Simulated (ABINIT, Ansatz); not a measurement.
An input for Ansatz 0.2.0 (SnSe2 (P-3m1)):

```yaml
crystal:
  lattice:
    - [3.811, 0.0, 0.0]
    - [-1.9055, 3.3004228138, 0.0]
    - [0.0, 0.0, 6.136]
  atoms:
    - { symbol: Sn, position: [0.0, 0.0, 0.0] }
    - { symbol: Se, position: [0.3333333333, 0.6666666667, 0.249] }
    - { symbol: Se, position: [0.6666666667, 0.3333333333, 0.751] }
kpoints:
  mp_grid: { grid: [3, 3, 2] }
hamiltonian:
  xc: pbe
  pseudopotentials: { kind: nc, accuracy: stringent }
scf:
  occupations: { method: fixed }
gw:
  n_empty_bands: 202
  ecut_chi: 176.87
  qp_bands: [v2, c2]
  qp_kpoints: [[0.0, 0.0, 0.0]]
  screening: { model: contour_deformation }
  pair_densities: pseudo
basis:
  ecutwfc: 1306.15
```

```sh
ansatz run input.yaml --threads 4 --pin off --max-ram 14745MiB --backend cpu --events-out ev --progress --plain --runs-dir out
```

Estimate wall time and host memory on 4 threads of Arm Neoverse V1, shared host.

It took 29 s; on shared hardware allow 14 s to 58 s. Peak host memory was 1.4 GiB. The sizes that set the cost: 8305 plane waves a state, 6 irreducible k points, 391 plane waves in the screening and 8 SCF cycles.

The screening grows as filled bands × empty bands × pairs of k points, times the square of the screening basis for the matrix.

[Paths, hosts, dates, memory and timing lines, banners, echoed tables and standing remarks are left out of the program output.]

[Logs are printed without paths, hosts, clocks, repeated set-up lines and the standing remarks that a program may print on its own settings, such as how far it seeks lower states.]

[Runs of the session that timed out or met a known fault of the program may be left out.]

[Hosts, paths, dates, database ids (printed as entryN), source tags and the programs' standing remarks are cut or masked in the printed files.]

[G0W0 gaps are taken among the corrected bands and points alone; a level outside them can change the order at an edge.]

[Where Ansatz stands beside ABINIT at settings called matched, ABINIT's density can come from a denser mesh and the files from another edition; pairs whose starting gaps differed by over 0.03 eV were left out, so agreement reads better than it is.]
